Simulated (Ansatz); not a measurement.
# HfTeS monolayer, Janus: modes against uniaxial strain along the armchair direction, normal to a, with the width clamped

Wanted: the shifts of the zone-centre modes of HfTeS monolayer, Janus with strain.

Main program and level: Ansatz 0.2.0; DFT PBEsol, scalar-relativistic, plane waves, PAW; PAW set soft_1.

Most raw output is cut from this account.

## (1) Set-up

The cell holds 3 atoms: 1 Hf, 1 S and 1 Te. Cell: a = 3.720 Å, b = 3.720 Å, c = 30.000 Å, α = 90.0°, β = 90.0°, γ = 120.0°. Vacuum lies along c. The height across the vacuum is the one that the program set for its solve, not the one typed.

## (2) A rough relaxation first

The start is far from rest, so a relaxation with loose tolerances brings it close first. The program lengthens the typed cell of 20.0 Å along the normal to 30.0 Å, as its cut-off of the electrostatics needs, and moves no atom.

File input.yaml:

```yaml
crystal:
  lattice:
    - [3.72, 0.0, 0.0]
    - [-1.86, 3.22161, 0.0]
    - [0.0, 0.0, 20.0]
  atoms:
    - { symbol: Hf, position: [0.0, 0.0, 0.5] }
    - { symbol: S, position: [0.333333, 0.666667, 0.575] }
    - { symbol: Te, position: [0.666667, 0.333333, 0.42] }
  periodic: [true, true, false]
kpoints:
  mp_grid: { grid: [6, 6, 1] }
hamiltonian:
  xc: pbesol
  pseudopotentials: { kind: paw, azcp: { folder: soft_1 }, xc_functional: pbe }
scf:
  occupations: { method: gaussian, width: 0.1 }
output:
  forces: true
  stress: true
  eigenvalues: true
relax:
  adjacent_minimum: "off"
  f_tol: 0.05
  max_steps: 80
  cell: { stress_2d_tol: 0.02 }
```

Started as:

```console
ansatz run input.yaml --threads 8 --pin off --max-ram 16384MiB --backend cpu --events-out ev --progress --plain --runs-dir out
```

Run time: 9.6 s. Hardware: 8 threads of Arm Neoverse V1, shared host; peak memory 0.84 GiB.

The steps of the relaxation:

```
step  energy less that of the first step (eV)  largest force component (eV/Å)  volume (Å³)
   1                                   0.0000                          4.2846       359.53
   2                                  -0.5875                          0.6062       362.22
   3                                  -0.6005                          0.0274       362.91
   4                                  -0.6014                          0.0221       360.70
   5                                  -0.6015                          0.0086       360.30
  6*                                  -0.6015                          0.0086       360.30
```

Relaxation steps marked * repeat the geometry before them on a plane-wave basis chosen anew for their cell, so energy and pressure can jump there.

The run keeps the 6 symmetry operations that it works with, so distortions that break them were not tested.

```
cell as run  before  after  change
      a (Å)   3.720  3.724  +0.1 %
      b (Å)   3.720  3.724  +0.1 %
```

The atoms that moved most (Å, along periodic axes as changes of fractional coordinates times the final cell, across vacuum about the mean position):

```
atom     dx     dy      dz  length
 Hf1  0.000  0.000   0.170   0.170
 Te3  0.000  0.000  -0.144   0.144
  S2  0.000  0.000  -0.025   0.025
```

The relaxed structure:

```xyz
3
Lattice="3.7240 0.0000 0.0000 -1.8620 3.2251 0.0000 0.0000 0.0000 30.0000" Properties=species:S:1:pos:R:3
Hf    0.0000    0.0000   10.1695
S     0.0000    2.1500   11.4748
Te    1.8620    1.0750    8.2557
```

Numbers from this step:

```yaml
gap_on_the_k_mesh: 0 eV
area_per_atom: 4.003 Å²
```

The relaxation ends with a largest force component of 0.0086 eV/Å.

## (3) Bringing the structure to rest

Harmonic phonons are second derivatives at a point where the forces vanish, and they are wanted at zero stress, so atoms and cell are relaxed first.

File input.yaml:

```yaml
crystal:
  lattice:
    - [3.7239796814, 0.0, 0.0]
    - [-1.8619898407, 3.2250610073, 0.0]
    - [0.0, 0.0, 30.0]
  atoms:
    - { symbol: Hf, position: [0.0, 0.0, 0.3389833639] }
    - { symbol: S, position: [0.3333333333, 0.6666666667, 0.3824940949] }
    - { symbol: Te, position: [0.6666666667, 0.3333333333, 0.2751892078] }
  periodic: [true, true, false]
kpoints:
  mp_grid: { grid: [15, 15, 1] }
hamiltonian:
  xc: pbesol
  pseudopotentials: { kind: paw, azcp: { folder: soft_1 }, xc_functional: pbe }
scf:
  occupations: { method: gaussian, width: 0.1 }
output:
  forces: true
  stress: true
  eigenvalues: true
  write_density: true
  write_potential: true
  elf: true
  volumetric_format: npy
relax:
  adjacent_minimum: "off"
  f_tol: 0.005
  max_steps: 80
  cell: { stress_2d_tol: 0.02 }
```

Run time: 29 s. Hardware: 8 threads; peak memory 1 GiB.

The steps of the relaxation:

```
step  energy less that of the first step (eV)  largest force component (eV/Å)  volume (Å³)
   1                                   0.0000                          0.0419       360.30
   2                                  -0.0001                          0.0621       361.57
   3                                  -0.0003                          0.0217       361.82
   4                                  -0.0003                          0.0009       362.02
  5*                                  -0.0004                          0.0010       362.02
```

Relaxation steps marked * repeat the geometry before them on a plane-wave basis chosen anew for their cell, so energy and pressure can jump there.

The run keeps the 6 symmetry operations that it works with, so distortions that break them were not tested.

```
cell as run  before  after  change
      a (Å)   3.724  3.733  +0.2 %
      b (Å)   3.724  3.733  +0.2 %
```

Final coordinates:

```
Hf S Te
1.0
     3.73282    0.00000    0.00000
    -1.86641    3.23272    0.00000
     0.00000    0.00000   30.00000
Hf S Te
1 1 1
Direct
  0.00000 0.00000 0.33893
  0.33333 0.66667 0.38231
  0.66667 0.33333 0.27543
```

Numbers from this step:

- area per atom: 4.022 Å²

Valence density in the ac plane at fractional y = 0.333, with atoms of Te within 0.2 Å of it. It is the smooth field of the valence electrons, not physical close to the nuclei.

Values in e/Å³, 24 rows by 14 columns, each cell a mean:
```
 0  0  0  0  0  0  0  0  0  0  0  0  0  0
 0  0  0  0  0  0  0  0  0  0  0  0  0  0
 0  0  0  0  0  0  0  0  0  0  0  0  0  0
 0  0  0  0  0  0  0  0  0  0  0  0  0  0
 0  0  0  0  0  0  0  0  0  0  0  0  0  0
 0  0  0  0  0  0  0  0  0  0  0  0  0  0
 0  0  0  0  0  0  0  0  0  0  0  0  0  0
 0  0  0  0  0  0  0  0  0  0  0  0  0  0
 0  0  0  0  0  0  0  0  0  0  0  0  0  0
 0  0  0  0  0  0  0  0  0  0  0  0  0  0
 0  0  0  0  0  0  0  0  0  0  0  0  0  0
 0  0  0  0  0  0  0  0  0  0  0  0  0  0
 0  0  0  0  0  0  0  0  0  0  0  0  0  0
 0  0  0  0  0  0  0  0  0  0  0  0  0  0
 0  0  0  0  0  0  0  0  0  0  0  0  0  0
 0  0  0  0  0  0  0  0  0  0  0  0  0  0
 0  0  0  0  0  0  0  1  1  2  1  1  0  0
 0  0  0  0  0  0  1  3  7 10  9  4  1  0
 0  0  0  0  0  0  0  0  0  0  0  0  0  0
 0  0  0  0  0  0  0  0  0  0  0  0  0  0
 0  0  0  0  0  0  0  0  0  0  0  0  0  0
 0  0  0  0  0  0  0  0  0  0  0  0  0  0
 0  0  0  0  0  0  0  0  0  0  0  0  0  0
 0  0  0  0  0  0  0  0  0  0  0  0  0  0
```
Columns run along a (3.7 Å), rows up along c (30.0 Å). Atoms in or near the plane, at fractional coordinates: Te at (0.67, 0.28).

ELF in the ac plane at fractional y = 0.333, with atoms of Te within 0.2 Å of it. It is the smooth field of the valence electrons, not physical close to the nuclei.

Ten even steps from '0' (0.00) to '9' (0.77), each cell a mean:
```
00000000000000
00000000000000
00000000000000
00000000000000
00000000000000
00000000000000
00000000000000
00000000000000
00000000000000
00000000000000
00000000000000
00000000000000
00000000000000
23433100000001
89998641000125
33333222222222
43224566555666
74236764211357
41002689999987
00000012333210
00000000000000
00000000000000
00000000000000
00000000000000
```
Columns run along a (3.7 Å), rows up along c (30.0 Å). Atoms in or near the plane, at fractional coordinates: Te at (0.67, 0.28).

Electrostatic potential energy in the ac plane at fractional y = 0.333, with atoms of Te within 0.2 Å of it. With pseudopotentials it is smooth inside the atoms' cores, unlike the true potential.

Ten even steps from '0' (-15 eV) to '9' (0 eV), each cell a mean:
```
99999999999999
99999999999999
99999999999999
99999999999999
99999999999999
99999999999999
99999999999999
99999999999999
99999999999999
99999999999999
99999999999999
99999999999999
99999999999999
99999999999999
76566789999988
31112467888765
55445533222234
68887300355001
99999887666778
99999999999999
99999999999999
99999999999999
99999999999999
99999999999999
```
Columns run along a (3.7 Å; values clipped at the 3rd and 97th percentile), rows up along c (30.0 Å). Atoms in or near the plane, at fractional coordinates: Te at (0.67, 0.28).

## (4) Tight relaxation

Phonons need small forces and stress, so the relaxation is finished with tight tolerances on 15×15×1 k points.

input.yaml, the sections that differ from step 3:

```yaml
crystal:
  lattice:
    - [3.732824829, 0.0, 0.0]
    - [-1.8664124145, 3.2327211298, 0.0]
    - [0.0, 0.0, 30.0]
  atoms:
    - { symbol: Hf, position: [0.0, 0.0, 0.3389322641] }
    - { symbol: S, position: [0.3333333333, 0.6666666667, 0.3823051481] }
    - { symbol: Te, position: [0.6666666667, 0.3333333333, 0.2754292544] }
  periodic: [true, true, false]
scf:
  occupations: { method: methfessel_paxton, width: 0.2 }
relax:
  adjacent_minimum: "off"
  f_tol: 0.001
  max_steps: 60
  cell: { stress_2d_tol: 0.002 }
# kpoints, hamiltonian, output: as in step 3
```

It took 27 s on 8 threads; peak memory 1 GiB.

Little changed from the start: no atom moved by 0.005 Å and no cell edge by 0.1 %.

Numbers from this step:

| Item | Value |
| --- | --- |
| area per atom | 4.026 Å² |

ELF in the ac plane at fractional y = 0.333, with atoms of Te within 0.2 Å of it. It is the smooth field of the valence electrons, not physical close to the nuclei.

Values, 24 rows by 14 columns, each cell a mean:
```
0.00 0.00 0.00 0.00 0.00 0.00 0.00 0.00 0.00 0.00 0.00 0.00 0.00 0.00
0.00 0.00 0.00 0.00 0.00 0.00 0.00 0.00 0.00 0.00 0.00 0.00 0.00 0.00
0.00 0.00 0.00 0.00 0.00 0.00 0.00 0.00 0.00 0.00 0.00 0.00 0.00 0.00
0.00 0.00 0.00 0.00 0.00 0.00 0.00 0.00 0.00 0.00 0.00 0.00 0.00 0.00
0.00 0.00 0.00 0.00 0.00 0.00 0.00 0.00 0.00 0.00 0.00 0.00 0.00 0.00
0.00 0.00 0.00 0.00 0.00 0.00 0.00 0.00 0.00 0.00 0.00 0.00 0.00 0.00
0.00 0.00 0.00 0.00 0.00 0.00 0.00 0.00 0.00 0.00 0.00 0.00 0.00 0.00
0.00 0.00 0.00 0.00 0.00 0.00 0.00 0.00 0.00 0.00 0.00 0.00 0.00 0.00
0.00 0.00 0.00 0.00 0.00 0.00 0.00 0.00 0.00 0.00 0.00 0.00 0.00 0.00
0.00 0.00 0.00 0.00 0.00 0.00 0.00 0.00 0.00 0.00 0.00 0.00 0.00 0.00
0.00 0.00 0.00 0.00 0.00 0.00 0.00 0.00 0.00 0.00 0.00 0.00 0.00 0.00
0.00 0.00 0.00 0.00 0.00 0.00 0.00 0.00 0.00 0.00 0.00 0.00 0.00 0.00
0.01 0.01 0.01 0.01 0.01 0.00 0.00 0.00 0.00 0.00 0.00 0.00 0.00 0.00
0.20 0.28 0.32 0.30 0.24 0.14 0.06 0.02 0.01 0.00 0.00 0.01 0.04 0.10
0.66 0.74 0.77 0.76 0.69 0.54 0.32 0.14 0.05 0.02 0.03 0.08 0.23 0.45
0.24 0.28 0.30 0.29 0.25 0.22 0.19 0.18 0.18 0.18 0.18 0.17 0.18 0.20
0.38 0.24 0.16 0.20 0.32 0.46 0.53 0.51 0.45 0.42 0.43 0.49 0.52 0.50
0.58 0.36 0.19 0.28 0.51 0.61 0.51 0.35 0.19 0.14 0.15 0.28 0.45 0.58
0.31 0.11 0.03 0.06 0.22 0.48 0.66 0.73 0.75 0.75 0.75 0.74 0.69 0.58
0.02 0.01 0.00 0.00 0.01 0.05 0.12 0.18 0.24 0.26 0.25 0.21 0.14 0.07
0.00 0.00 0.00 0.00 0.00 0.00 0.00 0.00 0.01 0.01 0.01 0.00 0.00 0.00
0.00 0.00 0.00 0.00 0.00 0.00 0.00 0.00 0.00 0.00 0.00 0.00 0.00 0.00
0.00 0.00 0.00 0.00 0.00 0.00 0.00 0.00 0.00 0.00 0.00 0.00 0.00 0.00
0.00 0.00 0.00 0.00 0.00 0.00 0.00 0.00 0.00 0.00 0.00 0.00 0.00 0.00
```
Columns run along a (3.7 Å), rows up along c (30.0 Å). Atoms in or near the plane, at fractional coordinates: Te at (0.67, 0.28).

Electrostatic potential energy in the ac plane at fractional y = 0.333, with atoms of Te within 0.2 Å of it. With pseudopotentials it is smooth inside the atoms' cores, unlike the true potential.

Values in eV, 24 rows by 14 columns, each cell a mean:
```
  0   0   0   0   0   0   0   0   0   0   0   0   0   0
  0   0   0   0   0   0   0   0   0   0   0   0   0   0
  0   0   0   0   0   0   0   0   0   0   0   0   0   0
  0   0   0   0   0   0   0   0   0   0   0   0   0   0
  0   0   0   0   0   0   0   0   0   0   0   0   0   0
  0   0   0   0   0   0   0   0   0   0   0   0   0   0
  0   0   0   0   0   0   0   0   0   0   0   0   0   0
  0   0   0   0   0   0   0   0   0   0   0   0   0   0
  0   0   0   0   0   0   0   0   0   0   0   0   0   0
  0   0   0   0   0   0   0   0   0   0   0   0   0   0
  0   0   0   0   0   0   0   0   0   0   0   0   0   0
  0   0   0   0   0   0   0   0   0   0   0   0   0   0
  0   0   0   0   0   0   0   0   0   0   0   0   0   0
  0   0   0   0   0   0   0   0   0   0   0   0   0   0
 -4  -5  -6  -6  -5  -3  -2  -1  -1  -1  -1  -1  -2  -2
-10 -12 -13 -12 -10  -8  -5  -4  -3  -2  -3  -3  -5  -6
 -7  -7  -8  -7  -7  -7  -9 -10 -11 -10 -11 -10 -10  -8
 -6  -3  -2  -2  -4 -10 -14 -15  -9  -6  -7 -14 -14 -13
 -1  -1   0  -1  -1  -1  -3  -4  -5  -6  -5  -4  -3  -2
  0   0   0   0   0   0   0   0   0   0   0   0   0   0
  0   0   0   0   0   0   0   0   0   0   0   0   0   0
  0   0   0   0   0   0   0   0   0   0   0   0   0   0
  0   0   0   0   0   0   0   0   0   0   0   0   0   0
  0   0   0   0   0   0   0   0   0   0   0   0   0   0
```
Columns run along a (3.7 Å; values clipped at the 3rd and 97th percentile), rows up along c (30.0 Å). Atoms in or near the plane, at fractional coordinates: Te at (0.67, 0.28).

Valence density in the ac plane at fractional y = 0.333, with atoms of Te within 0.2 Å of it. It is the smooth field of the valence electrons, not physical close to the nuclei.

Ten steps, logarithmic in the rise over the least value, from '_' (0 e/Å³) to '@' (10 e/Å³), each cell a mean:
```
____________________________
____________________________
____________________________
____________________________
____________________________
____________________________
____________________________
____________________________
____________________________
____________________________
____________________________
____________________________
____________________________
____________________________
::::----::::..__________....
::--------::..............::
::::::::::::--==++**++==----
::......::--==##@@@@@@##++--
____________....::::::::....
____________________________
____________________________
____________________________
____________________________
____________________________
```
Columns run along a (3.7 Å), rows up along c (30.0 Å). Atoms in or near the plane, at fractional coordinates: Te at (0.67, 0.28).

The largest force component left is 0.42 meV/Å, within the tolerances set.

## (5) Modes at rest

The force constants come from the linear response of the density to a displacement.

The modes at rest are the reference of the series.

input.yaml, the sections that differ from step 4:

```yaml
crystal:
  lattice:
    - [3.7343976054, 0.0, 0.0]
    - [-1.8671988027, 3.2340831941, 0.0]
    - [0.0, 0.0, 30.0]
  atoms:
    - { symbol: Hf, position: [0.0, 0.0, 0.3389234402] }
    - { symbol: S, position: [0.3333333333, 0.6666666667, 0.3822679154] }
    - { symbol: Te, position: [0.6666666667, 0.3333333333, 0.275475311] }
  periodic: [true, true, false]
output:
  eigenvalues: true
phonons:
  method: dfpt
# kpoints, hamiltonian, scf: as in step 4
# relax: removed
```

The job ended after 1.7 min (8 threads; peak memory 2.6 GiB).

Numbers from this step:

```
sum-rule residual before enforcement                    : 6.22e-5 eV/Å²
point group                                             : 3m
highest optical mode at the zone centre (no LO-TO term) : 292.7 cm⁻¹
lowest optical zone-centre mode                         : 91.2 cm⁻¹
```

Patterns of degenerate modes are one choice out of their space. Modes at Γ, with each element's share of the kinetic energy:

```
mode  frequency (cm⁻¹)  symmetry  Hf %  S %  Te %
   1               0.0  acoustic    53    9    38
   2               0.0  acoustic    53    9    38
   3               0.0  acoustic    53    9    38
   4              91.2         E    39    1    61
   5              91.2         E    39    1    61
   6             178.4        A1    30    8    62
   7             230.0         E     8   90     2
   8             230.0         E     8   90     2
   9             292.7        A1    17   83     0
```

Displacements in mode 4 (91.2 cm⁻¹), the largest set to 1:
```
Hf1  0.00 -0.68  0.00
S2   0.00 -0.22  0.00
Te3  0.00  1.00  0.00
```

Displacements in mode 6 (178.4 cm⁻¹), the largest set to 1:
```
Hf1  0.00  0.00 -0.59
S2   0.00  0.00 -0.70
Te3  0.00  0.00  1.00
```

Before it was imposed, the acoustic sum rule was missed by 6.2e-5 eV/Å². Small misses are needed for a sound result but don't prove that mesh and cutoff are converged. The lowest optical mode is real, 91.2 cm⁻¹.

## (6) A member of the series: uniaxial strain of +5 % along the armchair direction, normal to a, with the width clamped

The cell takes a uniaxial strain of +5 % along the armchair direction, normal to a, with the width clamped. The cell is held, and the atoms relax in it.

input.yaml, the sections that differ from step 5:

```yaml
crystal:
  lattice:
    - [3.7343976054, 0.0, 0.0]
    - [-1.8671988027, 3.3957873536, 0.0]
    - [0.0, 0.0, 30.0]
  atoms:
    - { symbol: Hf, position: [0.0004346819, 0.0008693638, 0.3390292049] }
    - { symbol: S, position: [0.3299406771, 0.6598813543, 0.3809714647] }
    - { symbol: Te, position: [0.6696246409, 0.3392492818, 0.2766659972] }
  periodic: [true, true, false]
output:
  forces: true
  stress: true
  eigenvalues: true
relax:
  adjacent_minimum: "off"
  f_tol: 0.001
  max_steps: 60
# kpoints, hamiltonian, scf: as in step 5
# phonons: removed
```

It took 51 s on 8 threads; peak memory 1.3 GiB; 6.6 min of CPU time.

Relaxation path:

```
step  energy less that of the first step (eV)  largest force component (eV/Å)
   1                                   0.0000                          0.0877
   2                                   0.0006                          0.1457
   3                                  -0.0008                          0.0063
   4                                  -0.0008                          0.0023
   5                                  -0.0008                          0.0009
```

Relaxation step 2 was tried and not accepted.

Forces are held to the 2 operations that the run works with; a distortion that breaks them can't arise in this run.

The atoms that moved most (Å):

```
atom     dx      dy      dz  length
  S2  0.000  -0.004  -0.009   0.010
 Te3  0.000   0.004   0.008   0.009
```

Final coordinates:

```
Hf S Te
1.0
     3.73440    0.00000    0.00000
    -1.86720    3.39579    0.00000
     0.00000    0.00000   30.00000
Hf S Te
1 1 1
Direct
  0.00050 0.00099 0.33907
  0.32928 0.65856 0.38066
  0.67022 0.34045 0.27695
```

This step gave:

- area per atom: 4.227 Å²

The largest force component left is 0.87 meV/Å.

## (7) Modes of this member: uniaxial strain of +5 % along the armchair direction, normal to a, with the width clamped

The zone-centre modes follow for uniaxial strain of +5 % along the armchair direction, normal to a, with the width clamped.

input.yaml, the sections that differ from step 6:

```yaml
crystal:
  lattice:
    - [3.7343976054, 0.0, 0.0]
    - [-1.8671988027, 3.3957873536, 0.0]
    - [0.0, 0.0, 30.0]
  atoms:
    - { symbol: Hf, position: [0.0004969221, 0.0009938443, 0.3390654702] }
    - { symbol: S, position: [0.3292796583, 0.6585593166, 0.3806550738] }
    - { symbol: Te, position: [0.6702234195, 0.340446839, 0.2769461228] }
  periodic: [true, true, false]
output:
  eigenvalues: true
phonons:
  method: dfpt
# kpoints, hamiltonian, scf: as in step 6
# relax: removed
```

Run time: 2.5 min. Hardware: 8 threads; peak memory 2.7 GiB.

This step gave:

| Item | Value |
| --- | --- |
| sum-rule residual before enforcement | 7.59e-5 eV/Å² |
| point group | m |
| highest optical mode at the zone centre (no LO-TO term) | 276.8 cm⁻¹ |
| lowest optical zone-centre mode | 88.98 cm⁻¹ |

Patterns of degenerate modes are one choice out of their space. The modes at Γ (shares of kinetic energy by element, %):

```
mode  frequency (cm⁻¹)  symmetry  Hf %  S %  Te %
   1               0.0  acoustic    53    9    38
   2               0.0  acoustic    53    9    38
   3               0.0  acoustic    53    9    38
   4              89.0        A'    40    0    60
   5              89.3       A''    40    0    60
   6             175.7        A'    31    7    62
   7             219.3        A'     7   90     3
   8             225.1       A''     7   90     2
   9             276.8        A'    16   84     0
```

The lowest optical mode is real, 89.0 cm⁻¹, and the highest lies at 276.8 cm⁻¹.

For the highest optical mode at the zone centre (no LO-TO term), step 5 gave 293 cm⁻¹; this run, with strain 5 %, gives 277 cm⁻¹ (-5 %).

(Part 1 of 2 ends here.)

[Logs are printed without paths, hosts, clocks, repeated set-up lines and the standing remarks that a program may print on its own settings, such as how far it seeks lower states.]

[Hosts, paths, dates, database ids (printed as entryN), source tags and the programs' standing remarks are cut or masked in the printed files.]
